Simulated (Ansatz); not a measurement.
# Hf2NF2 MXene monolayer in a perpendicular field

Aim: how the Hf2NF2 MXene monolayer screens a field along its normal, and what the field does to its bands. A positive field points along +c.

Program: Ansatz 0.2.0. Level of theory: plane-wave DFT, PBE-D3(BJ), Ansatz PAW. Results are calculated unless marked as measured.

Report form: the programs' logs are mostly left out.

## (1) Starting point

The cell holds 5 atoms: 2 F, 2 Hf and 1 N. Cell: a = 3.217 Å, b = 3.217 Å, c = 40.384 Å, α = 90.0°, β = 90.0°, γ = 120.0°. Vacuum lies along c.

## (2) Relaxation

The starting cell is a guess, so the in-plane lattice and the atoms are relaxed first, with the slab cut off from its images along the normal.

Contents of input.yaml:

```yaml
crystal:
  lattice:
    - [3.2175, 0.0, 0.0]
    - [-1.60875, 2.7864367367, 0.0]
    - [0.0, 0.0, 40.3840795587]
  atoms:
    - { symbol: F, position: [0.3333333333, 0.6666666667, 0.4420058646] }
    - { symbol: Hf, position: [0.6666666667, 0.3333333333, 0.4685633598], spin: 1.0 }
    - { symbol: "N", position: [0.0, 0.0, 0.5] }
    - { symbol: Hf, position: [0.3333333333, 0.6666666667, 0.5314366402], spin: 1.0 }
    - { symbol: F, position: [0.6666666667, 0.3333333333, 0.5579941354] }
  periodic: [true, true, false]
magnetization:
  spin_polarized: true
kpoints:
  mp_grid: { grid: [12, 12, 1] }
hamiltonian:
  xc: pbe
  dispersion: d3bj
scf:
  occupations: { method: fermi_dirac, width: 0.05 }
  convergence: { dr2_threshold: 1.0e-09 }
relax:
  f_tol: 0.004
  max_steps: 90
  cell: {}
output:
  write_potential: true
  write_density: true
  volumetric_format: npy
```

Started as:

```bash
$ ansatz run input.yaml --threads 2 --pin off --max-ram 3072MiB --backend cpu --events-out ev --progress --plain --runs-dir out
```

It took 3.1 min on 2 threads of Intel Xeon Platinum 8375C at 2.90GHz (Ice Lake), shared host; peak memory 0.98 GiB; 6.1 min of CPU time.

The steps of the relaxation:

| step | energy less that of the first step (eV) | largest force component (eV/Å) | volume (Å³) |
| --- | --- | --- | --- |
| 1 | 0.0000 | 4.6191 | 362.06 |
| 2 | -0.9037 | 1.7711 | 365.15 |
| 3 | -1.0283 | 0.1016 | 361.91 |
| 4 | -1.0328 | 0.0847 | 359.31 |
| 5 | -1.0384 | 0.1643 | 353.61 |
| 6 | -1.0387 | 0.0279 | 355.00 |
| 7 | -1.0385 | 0.0308 | 355.27 |
| 8 | -1.0386 | 0.0027 | 355.12 |
| 9* | -1.0346 | 0.0029 | 355.12 |
| 10 | -1.0350 | 0.0027 | 354.60 |
| 11* | -1.0346 | 0.0026 | 354.60 |

Relaxation steps marked * repeat the geometry before them on a plane-wave basis chosen anew for their cell, so energy and pressure can jump there. Relaxation step 7 was tried and not accepted.

The run keeps the 12 symmetry operations that it works with, so distortions that break them were not tested.

| cell as run | before | after | change |
| --- | --- | --- | --- |
| a (Å) | 3.217 | 3.184 | -1.0 % |
| b (Å) | 3.217 | 3.184 | -1.0 % |

The atoms that moved most (Å, along periodic axes as changes of fractional coordinates times the final cell, across vacuum about the mean position):

| atom | dx | dy | dz | length |
| --- | --- | --- | --- | --- |
| F1 | 0.000 | 0.000 | -0.249 | 0.249 |
| F5 | 0.000 | 0.000 | 0.249 | 0.249 |
| Hf4 | 0.000 | 0.000 | -0.061 | 0.061 |
| Hf2 | 0.000 | 0.000 | 0.061 | 0.061 |

Final coordinates:

```xyz
5
Lattice="3.1842 0.0000 0.0000 -1.5921 2.7576 0.0000 0.0000 0.0000 40.3841" Properties=species:S:1:pos:R:3
F     0.0000    1.8384   17.6013
Hf    1.5921    0.9192   18.9838
N     0.0000    0.0000   20.1920
Hf    0.0000    1.8384   21.4003
F     1.5921    0.9192   22.7828
```

This step gave:

```yaml
energy_at_zero_smearing: -33450.1201 eV
```

The lattice constant a goes from 3.217 to 3.184 Å.

## (3) Single point, field 0

A sawtooth potential applies the field, turning back in the middle of the vacuum. With the dipole correction the typed value is the field outside the slab. The induced dipole is small, so the SCF threshold is tight.

The cell differs from the one that the last finished run ended in (c 40.384 → 23.182 Å).

Contents of input.yaml:

```yaml
crystal:
  lattice:
    - [3.1841879821, 0.0, 0.0]
    - [-1.592093991, 2.7575876829, 0.0]
    - [0.0, 0.0, 23.1815029875]
  atoms:
    - { symbol: F, position: [0.3333333333, 0.6666666667, 0.3882405729] }
    - { symbol: Hf, position: [0.6666666667, 0.3333333333, 0.4478793184] }
    - { symbol: "N", position: [0.0, 0.0, 0.5] }
    - { symbol: Hf, position: [0.3333333333, 0.6666666667, 0.5521206816] }
    - { symbol: F, position: [0.6666666667, 0.3333333333, 0.6117594271] }
kpoints:
  mp_grid: { grid: [18, 18, 1] }
  band_path:
    path: [[0, 0, 0], [0.5, 0, 0], [0.33333333, 0.33333333, 0], [0, 0, 0]]
    npoints: 16
hamiltonian:
  xc: pbe
  dispersion: d3bj
scf:
  occupations: { method: fermi_dirac, width: 0.02585 }
  convergence: { dr2_threshold: 1.0e-10 }
efield:
  axis: 3
  dipole_correction: true
  ramp_position: 0.97
  ramp_width: 0.06
  amplitude: 0
output:
  dos: { projected: true, e_range: [-6, 5] }
  write_potential: true
  write_density: true
  volumetric_format: npy
  elf: true
```

Run time: 20 s. Hardware: 2 threads; peak memory 0.7 GiB.

This step gave:

* energy at zero smearing: -33450.1265 eV
* work function, upper face: 3.369 eV
* dipole along the normal: 7.54e-8 e·Å

Running mean over a fixed 2.8 Å (it still follows the layers) of the planar mean; the ramp of the sawtooth is left out. The electron's electrostatic potential energy less the Fermi level by z:

z (Å), electron's electrostatic potential energy less the Fermi level (eV) and a bar from the least value:
```
      3.0        3.4 ##############################
      3.5        3.4 ##############################
      4.0        3.4 ##############################
      4.5        3.4 ##############################
      5.0        3.4 ##############################
      5.5        3.4 ##############################
      6.0        3.4 ##############################
      6.5        3.3 ##############################
      7.0        3.2 ##############################
      7.5        2.1 ############################
      8.0        0.2 ########################
      8.5       -2.1 ####################
      9.0       -5.3 ##############
      9.5       -8.5 ########
     10.0      -10.7 ####
     10.5      -11.7 ##
     11.0      -12.3 #
     11.5      -12.8 
     12.0      -12.6 
     12.5      -11.9 ##
     13.0      -11.1 ###
     13.5       -9.4 ######
     14.0       -6.5 ############
     14.5       -3.2 ##################
     15.0       -0.5 #######################
     15.5        1.5 ##########################
     16.0        3.0 #############################
     16.5        3.3 ##############################
     17.0        3.4 ##############################
     17.5        3.4 ##############################
     18.0        3.4 ##############################
     18.5        3.4 ##############################
     19.0        3.4 ##############################
     19.5        3.4 ##############################
     20.0        3.4 ##############################
```

The density of states has structure finer than the step of the table below, so its rows give means over 0.25 eV, whole bins alone (the curve runs from -6 to 1.99 eV). Peaks (eV: height): -5.860: 6.55, -0.650: 2.37, 1.220: 4.90, 1.330: 3.88, 1.610: 6.74, 1.690: 6.51, 1.910: 8.96.

Table of density of states by energy, zero at the Fermi level; means over each step:

| energy (eV) | density of states (states/eV a cell) |
| --- | --- |
| -5.75 | 1.91 |
| -5.50 | 0 |
| -5.25 | 0 |
| -5.00 | 0 |
| -4.75 | 0 |
| -4.50 | 0 |
| -4.25 | 0 |
| -4.00 | 0 |
| -3.75 | 0 |
| -3.50 | 0 |
| -3.25 | 0.271 |
| -3.00 | 0.704 |
| -2.75 | 0.757 |
| -2.50 | 0.787 |
| -2.25 | 0.849 |
| -2.00 | 0.923 |
| -1.75 | 1.24 |
| -1.50 | 0.855 |
| -1.25 | 0.554 |
| -1.00 | 0.422 |
| -0.75 | 1.06 |
| -0.50 | 1.49 |
| -0.25 | 1.43 |
| 0.00 | 1.23 |
| 0.25 | 1.16 |
| 0.50 | 1.12 |
| 0.75 | 1.22 |
| 1.00 | 1.68 |
| 1.25 | 2.87 |
| 1.50 | 3.56 |
| 1.75 | 5.41 |

Projected DOS per atom over height of the atomic layer and energy from the Fermi level. Layers: F Hf N Hf F from below.

Ten even steps from '_' (0.00 states/eV) to '@' (2.09 states/eV), each cell a mean:
```
__@@::@@__
__**..**__
__==..==__
__::__::__
__::__::__
__::__::__
__--__--__
__::__::__
__________
__..__..__
__::__::__
__..__..__
__..__..__
__..__..__
__________
__________
__________
__________
__________
__________
__________
__..%%..__
```
Columns: height of the atomic layer (Å) from 9 to 14.2 (not evenly spaced); rows upwards: energy from the Fermi level (eV) from -5.96 to 1.96.

Electronic bands along the path, in eV, zero at the Fermi level:

| point | band 32 | band 33 | band 34 | band 35 | band 36 | band 37 | band 38 | band 39 |
| --- | --- | --- | --- | --- | --- | --- | --- | --- |
| Γ | -6.44 | -5.70 | -5.70 | -0.41 | -0.32 | -0.32 | 0.15 | 1.05 |
| halfway | -6.56 | -6.34 | -5.86 | -2.19 | 0.28 | 1.09 | 1.23 | 1.67 |
| M | -6.94 | -6.10 | -5.82 | -3.26 | 1.21 | 2.65 | 2.87 | 3.24 |
| halfway | -6.90 | -6.40 | -6.15 | -2.21 | 1.28 | 1.35 | 1.98 | 3.00 |
| K | -6.82 | -6.82 | -6.19 | -0.17 | 0.16 | 0.16 | 1.94 | 3.10 |
| halfway | -6.59 | -6.34 | -6.15 | -1.61 | -0.88 | 1.66 | 1.75 | 2.13 |
| Γ | -6.44 | -5.70 | -5.70 | -0.41 | -0.32 | -0.32 | 0.15 | 1.05 |

Valence density in the ca plane at fractional y = 0.333, with atoms of Hf and F within 0.2 Å of it. It is the smooth field of the valence electrons, not physical close to the nuclei.

Ten steps, logarithmic in the rise over the least value, from '0' (0 e/Å³) to '9' (28 e/Å³), each cell a mean:
```
00000000000000000013553111111123100000000000
00000000000000000037886211111366410000000000
00000000000000000148997311001478520000000000
00000000000000000036885211111356410000000000
00000000000000000013442111111122100000000000
00000000000000001111111222232100000000000000
00000000000000001111111222332100000000000000
00000000000000001111111222222100000000000000
```
Columns run along c (16.0 Å, from fractional 0.13 to 0.82 of the cell), rows up along a (3.2 Å). Atoms in or near the plane, at fractional coordinates: Hf at (0.45, 0.67), F at (0.61, 0.67).

Electrostatic potential energy in the ca plane at fractional y = 0.333, with atoms of Hf and F within 0.2 Å of it. With pseudopotentials it is smooth inside the atoms' cores, unlike the true potential.

Values in eV, 5 rows by 16 columns, each cell a mean:
```
  7   7   7   7   7   7   6   0 -25 -19   0  -2 -11   3   7   7
  7   7   7   7   7   7   6  -3 -33 -29   1   1 -33  -6   7   7
  7   7   7   7   7   7   6   0 -25 -19   0  -2 -12   3   7   7
  7   7   7   7   7   7   6   3  -3  -1  -4 -11   1   6   7   7
  7   7   7   7   7   7   6   3  -2  -1  -4 -11   1   6   7   7
```
Columns run along c (16.0 Å, from fractional 0.07 to 0.76 of the cell; values clipped at the 3rd and 97th percentile), rows up along a (3.2 Å). Atoms in or near the plane, at fractional coordinates: Hf at (0.45, 0.67), F at (0.61, 0.67).

ELF in the ca plane at fractional y = 0.333, with atoms of Hf and F within 0.2 Å of it. It is the smooth field of the valence electrons, not physical close to the nuclei.

Ten even steps from '0' (0.00) to '9' (0.84), each cell a mean:
```
00000000000000000001102675223211158864100000
00000000000000000000027999523321498996300000
00000000000000000000038999723321596797310000
00000000000000000000016999513321389996200000
00000000000000000012212564233221147763100000
00000000000000000124531112464223201110000000
00000000000000000135652123675234310000000000
00000000000000000124431122464222112210000000
```
Columns run along c (16.0 Å, from fractional 0.07 to 0.76 of the cell), rows up along a (3.2 Å). Atoms in or near the plane, at fractional coordinates: Hf at (0.45, 0.67), F at (0.61, 0.67).

The work function of the upper face is 3.37 eV.

## (4) Atoms held, field 0.1 V/Å

input.yaml, as its differences from that of step 3:

```diff
@@ -27,5 +27,4 @@
   ramp_width: 0.06
-  amplitude: 0
+  amplitude: 0.1
 output:
-  dos: { projected: true, e_range: [-6, 5] }
   write_potential: true
@@ -33,2 +32 @@
   volumetric_format: npy
-  elf: true
```

Wall time 22 s (2 threads); peak memory 0.66 GiB; 43 s of CPU time.

The dipole is 0.0268 e·Å.

## (5) Atoms held, field -0.1 V/Å

input.yaml, as its differences from that of step 4:

```diff
@@ -27,3 +27,3 @@
   ramp_width: 0.06
-  amplitude: 0.1
+  amplitude: -0.1
 output:
```

Elapsed: 22 s, on 2 threads; peak memory 0.69 GiB.

The dipole is -0.0268 e·Å.

## (6) Response, atoms held

This step: plane-wave DFT, PBE-D3(BJ), Ansatz PAW; response to a field along the normal, atoms held (Ansatz 0.2.0).

The dipoles give the slope, and the difference of two potentials shows where the field is screened.

Numbers from this step:

* equivalent conductor thickness p/(ε₀AE): 5.516 Å
* distance between the outer atoms: 5.182 Å

Dipole of the cell against applied field:

| applied field (V/Å) | dipole of the cell (e·Å) |
| --- | --- |
| -0.1000 | -0.0268 |
| 0.0000 | 7.5e-8 |
| 0.1000 | 0.0268 |

Local field over the applied field, running mean. From the potentials at -0.1 and 0.1 V/Å; running mean over 2.5 Å. Local field over applied field against z:

z (Å), local field over applied field and a bar:
```
     4.06      1.000 ##############################
     4.49      1.000 ##############################
     4.93      0.999 ##############################
     5.22      0.999 ##############################
     5.65      0.997 ##############################
     6.09      0.992 ##############################
     6.52      0.981 #############################
     6.95      0.950 #############################
     7.24      0.911 ###########################
     7.68      0.823 #########################
     8.11      0.713 #####################
     8.55      0.588 ##################
     8.98      0.455 ##############
     9.42      0.319 ##########
     9.71      0.241 #######
    10.14      0.149 ####
    10.58      0.078 ##
    11.01      0.029 #
    11.45      0.000 
    11.74      0.000 
    12.17      0.029 #
    12.60      0.078 ##
    13.04      0.149 ####
    13.47      0.241 #######
    13.76      0.319 ##########
    14.20      0.455 ##############
    14.63      0.588 ##################
    15.07      0.713 #####################
    15.50      0.823 #########################
    15.94      0.911 ###########################
    16.23      0.950 #############################
    16.66      0.981 #############################
    17.10      0.992 ##############################
    17.53      0.997 ##############################
    17.97      0.999 ##############################
    18.26      0.999 ##############################
    18.69      1.000 ##############################
    19.12      1.000 ##############################
```

Electrons, planar mean, per unit field. Table of induced electron density by z:

z (Å), induced electron density (e/Å³ per V/Å) and a bar from the least value:
```
     4.06    0.00000 ###############
     4.49    0.00000 ###############
     4.93    0.00000 ###############
     5.22    0.00001 ###############
     5.65    0.00001 ###############
     6.09    0.00003 ###############
     6.52    0.00008 ###############
     6.95    0.00021 ################
     7.24    0.00040 #################
     7.68    0.00106 #####################
     8.11    0.00241 ############################
     8.55    0.00287 ##############################
     8.98    0.00152 #######################
     9.42    0.00090 ####################
     9.71    0.00090 ####################
    10.14    0.00163 ########################
    10.58    0.00085 ###################
    11.01    0.00038 #################
    11.45    0.00028 ################
    11.74   -0.00028 ##############
    12.17   -0.00038 #############
    12.60   -0.00085 ###########
    13.04   -0.00163 ######
    13.47   -0.00090 ##########
    13.76   -0.00090 ##########
    14.20   -0.00152 #######
    14.63   -0.00287 
    15.07   -0.00241 ##
    15.50   -0.00106 #########
    15.94   -0.00040 #############
    16.23   -0.00021 ##############
    16.66   -0.00008 ###############
    17.10   -0.00003 ###############
    17.53   -0.00001 ###############
    17.97   -0.00001 ###############
    18.26    0.00000 ###############
    18.69    0.00000 ###############
    19.12    0.00000 ###############
```

By hand: between -0.1 and 0.1 V/Å the dipole changes by 0.05353 e·Å, a slope of 0.2677 e·Å²/V. A perfect conductor of thickness t has p = ε₀AEt, so t = 180.95 × 0.2677 / 8.781 = 5.52 Å (e/ε₀ = 180.95 V·Å, A in Å²).

The induced dipole is that of a conductor 5.52 Å thick.

## (7) Results

```yaml
gap_without_field: none
work_function_upper_face: 3.37 eV
equivalent_conductor_thickness_atoms_held: 5.52 Å
```

**Reading.** The induced dipole equals that of a perfect conductor 5.52 Å thick, while the outer atoms lie 5.18 Å apart. There is no gap over 0.03 eV, with or without the field. The first relaxation ran with spin and lost its moment, and the later runs have none; other magnetic states were not tried. Spin-orbit coupling is left out, which matters for the bands of elements this heavy. The MXene's terminations sit over the metal atoms of its far layer; the site over carbon or nitrogen, which some compounds prefer, was not run.

[Logs are printed without paths, hosts, clocks, repeated set-up lines and the standing remarks that a program may print on its own settings, such as how far it seeks lower states.]

[Hosts, paths, dates, database ids (printed as entryN), source tags and the programs' standing remarks are cut or masked in the printed files.]

[Maps of the electrostatic potential energy from Ansatz leave out the sawtooth potential of an applied field or a dipole correction, so their vacuum need not be flat; planar profiles and work functions include it.]

[The density of states shown here was stored with 400 of the rows of the run's finer table, so its peaks can read low, often by over a quarter, or be missed, and its means over a window can be off by a tenth or more.]
